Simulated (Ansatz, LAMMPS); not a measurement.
# Electronic structure of liquid Zn38Se23S15 at 2640 K (76 atoms), part 2 of 2

What does DFT give for liquid Zn38Se23S15 at 2640 K (76 atoms) as built?

Ansatz 0.2.0; Kohn-Sham DFT, PBEsol, PAW (set soft_2), plane waves.

The cell: 38 Zn, 23 Se and 15 S. The network of bonds at the start is that of the classical potential that made the cell. Only the Γ point is sampled, in a cell whose shortest periodic width is 12 Å.

So far: Starting point; The classical run that made the cell; Plane-wave single point.

**3. Plane-wave single point (continued)**

Valence density in the bc plane at fractional x = 0.037, with atoms of Zn and Se and S within 0.2 Å of it. It is the smooth field of the valence electrons, not physical close to the nuclei.

Ten steps, logarithmic in the rise over the least value, from '0' (0 e/Å³) to '9' (26 e/Å³), each cell a mean:
```
2798410000011111122332100000000001
1344210000013553111111000000000000
0112110000026995200000000111100000
0123431100014774100000001111110000
1258963100001211000000001111110000
1258963100000000000000000011000000
0123431100000000000000000000000000
0011110000000000000000000000011110
1000000000000000000000000000123331
1000000000000000000000000001236752
1000000000000000000000000001135642
1111111000000000000001122110112221
1235421000011000000012466311001111
1379842100011000000013799521000001
1368742100000000000012576321000000
1123321000000000000001222110000000
0011111000000001110000000000111000
0000111100000011110000000012222100
0000123211000011110000000125763210
0000122211111111100000000136984210
0000011122332100001110000124542100
0000001123442100012222100011221100
1232100122332100123333210001111000
2687310011111100123223210000110001
```
Columns run along b (11.9 Å), rows up along c (11.9 Å). Atoms in or near the plane, at fractional coordinates: Zn at (0.40, 0.88), Zn at (0.07, 0.99), Se at (0.10, 0.42), Se at (0.11, 0.78), Se at (0.69, 0.43), S at (0.58, 0.03).

Within 0.4 eV of the Fermi level the largest share is Se p (55 % of the projected weight).

**4. Local order**

These statistics describe the geometry on which the runs were made.

Density 4.69 g/cm³, 22.30 Å³ an atom.

g(r), total and by pair (bins of 0.2 Å):

```csv
r (Å),total,Zn-Zn,Zn-Se,Zn-S,Se-Se,Se-S,S-S
2.10,0.05,0.00,0.00,0.26,0.00,0.00,0.00
2.30,0.74,0.17,1.00,1.99,0.00,0.00,0.00
2.50,2.10,0.60,4.10,3.62,0.00,0.00,0.00
2.70,1.60,0.90,2.43,2.91,0.00,0.27,0.81
2.90,0.92,0.89,1.01,1.44,0.00,0.67,0.68
3.10,1.02,0.79,1.36,0.63,1.07,0.99,1.92
3.30,0.94,1.04,0.42,0.75,2.58,0.90,1.65
3.50,1.13,0.84,0.95,0.39,2.08,1.77,3.96
3.70,0.99,1.70,0.68,0.44,1.67,0.85,0.43
3.90,1.29,1.73,0.86,1.02,1.69,1.91,0.39
4.10,0.86,0.83,0.74,0.63,1.50,0.82,1.76
4.30,1.02,1.27,0.87,0.84,1.24,1.05,0.96
4.50,0.96,0.97,0.96,0.88,1.01,0.98,1.18
4.70,0.85,0.97,0.77,0.59,0.81,1.23,1.07
4.90,0.90,0.98,0.89,0.98,0.52,1.13,0.26
5.10,1.03,0.86,1.23,1.22,0.79,0.83,0.70
5.30,1.02,1.12,1.04,1.13,0.37,0.98,1.06
5.50,0.88,0.65,1.14,1.21,0.42,0.65,0.40
5.70,0.96,1.03,1.07,0.84,1.24,0.67,0.55
5.90,1.23,1.04,1.29,1.39,1.17,1.40,0.69
```

Bonds by pair of elements; cutoffs follow the first minimum of g(r), held within bounds set by covalent radii, and pairs that aren't listed don't count as bonded:

```csv
pair A-B,cutoff (Å),bonds,mean length (Å),spread (Å),shortest (Å),B about A,A about B
Zn-Se,2.98,73,2.60,0.173,2.23,1.92,3.17
Zn-S,3.02,58,2.60,0.202,2.14,1.53,3.87
```

The cutoffs for Zn-Se and Zn-S fall short of the minimum of g(r), so counts run low and odd coordinations can be artefacts.

How many atoms have how many bonded neighbours:

```csv
element,mean,1,2,3,4,5,6
S,3.87,0,3,2,4,6,0
Se,3.17,1,3,11,7,1,0
Zn,3.45,1,5,14,13,4,1
```

Bond angles, per cent of each kind in bins of 5°:

```csv
angle (°),Zn-S-Zn,Zn-Se-Zn,S-Zn-Se,Se-Zn-Se,S-Zn-S
50–55,2.1,0.0,0.0,0.0,0.0
55–60,1.1,1.1,0.0,0.0,0.0
60–65,0.0,2.3,0.0,0.0,2.4
65–70,3.2,1.1,1.2,0.0,9.8
70–75,5.4,4.5,3.7,6.9,7.3
75–80,5.4,4.5,4.9,1.7,9.8
80–85,6.5,4.5,7.4,5.2,9.8
85–90,6.5,11.4,3.7,6.9,12.2
90–95,7.5,6.8,8.6,17.2,4.9
95–100,11.8,6.8,12.3,6.9,4.9
100–105,6.5,9.1,6.2,5.2,4.9
105–110,5.4,5.7,6.2,0.0,2.4
110–115,5.4,6.8,9.9,19.0,2.4
115–120,2.1,5.7,2.5,10.3,4.9
120–125,7.5,2.3,12.3,5.2,0.0
125–130,4.3,10.2,2.5,3.5,4.9
130–135,3.2,3.4,6.2,0.0,2.4
135–140,5.4,4.5,2.5,3.5,2.4
140–145,1.1,1.1,3.7,3.5,0.0
145–150,4.3,2.3,1.2,1.7,4.9
150–155,2.1,1.1,0.0,1.7,4.9
155–160,0.0,1.1,1.2,0.0,2.4
160–165,2.1,1.1,0.0,0.0,0.0
165–170,1.1,1.1,1.2,0.0,2.4
170–175,0.0,1.1,1.2,1.7,0.0
175–180,0.0,0.0,1.2,0.0,0.0
```

Bond angles (no mean is given where the spread exceeds 20°):

```csv
angle,count,mean (°),spread (°)
Zn-S-Zn,93,-,-
Zn-Se-Zn,88,-,-
S-Zn-Se,81,-,-
Se-Zn-Se,58,-,-
S-Zn-S,41,-,-
```

Bond length by coordination (bonds to H left out):

```csv
element,coordination,atoms,mean bond length (Å)
S,2,3,2.52
S,3,2,2.42
S,4,4,2.62
S,5,6,2.64
Se,1,1,2.69
Se,2,3,2.55
Se,3,11,2.60
Se,4,7,2.59
Se,5,1,2.69
Zn,1,1,2.48
Zn,2,5,2.65
Zn,3,14,2.52
Zn,4,13,2.60
Zn,5,4,2.70
Zn,6,1,2.74
```

Rings of the network by King's shortest-path rule, up to 12 atoms, one path for each pair of neighbours; H, halogens, alkali and alkaline-earth atoms are left out, and the last column divides by all other atoms, bonded or not:

```csv
ring size (atoms),rings,per network atom
4,25,0.329
6,47,0.618
8,43,0.566
10,27,0.355
12,7,0.092
```

For some of the pairs, g(r) has its first main peak near 2.5 Å (Zn-Se) and 2.5 Å (Zn-S). Rings of 6 atoms are the most common (32 % of those counted); sizes run from 4 to 12, where the search stops.

Local excerpt of 10 atoms (numbers count through the whole input) about Se45, which bears the longest force; x, y, z are measured from there.

```csv
atom,x,y,z,distance (Å),bonds,Fx,Fy,Fz (eV/Å)
Se45,0.00,0.00,0.00,0.00,3,-1.34,-0.32,-1.74
Zn11,1.15,0.78,1.81,2.28,4,0.94,0.24,0.57
Zn25,1.13,-2.28,-0.68,2.63,5,0.18,-0.22,-0.15
Zn27,0.55,0.91,-2.45,2.67,4,0.25,0.10,0.39
Se59,-0.60,-2.24,1.99,3.06,2,-0.35,-0.37,0.08
S63,1.18,2.88,0.50,3.15,4,-0.34,0.36,2.15
Zn14,-1.63,2.71,0.02,3.16,4,-0.16,0.22,-0.19
S75,2.66,-1.54,1.28,3.33,5,-0.34,-0.97,0.14
Se61,-0.43,-3.13,-2.72,4.17,3,-0.98,-0.26,0.22
Se44,-2.91,-2.96,-0.49,4.18,4,0.59,0.27,0.52
```

The column of bonds counts only the pairs Zn-Se within 2.98 Å, Zn-S within 3.02 Å; other neighbours, such as metal atoms beside each other in a compound, aren't counted, and periodic images can show an atom twice.

**5. Results**

* free energy per atom: -3456.6431 eV/atom
* pressure: -4.433 GPa
* r.m.s. force component: 0.6154 eV/Å
* wall time of the 1 DFT run: 22 s

In words: 4 levels are partly filled, by over 2 % (at Γ alone): no clear gap opens at this level.

Caveats: The force components of 0.62 eV/Å r.m.s. hold both thermal displacement and the mismatch between the potential that made the cell and DFT. The pressure of -4.4 GPa is that of one thermal frame, in which the classical model's bond lengths enter as well as the volume, without the kinetic term.

[Logs are printed without paths, hosts, clocks, repeated set-up lines and the standing remarks that a program may print on its own settings, such as how far it seeks lower states.]

[Hosts, paths, dates, database ids (printed as entryN), source tags and the programs' standing remarks are cut or masked in the printed files.]
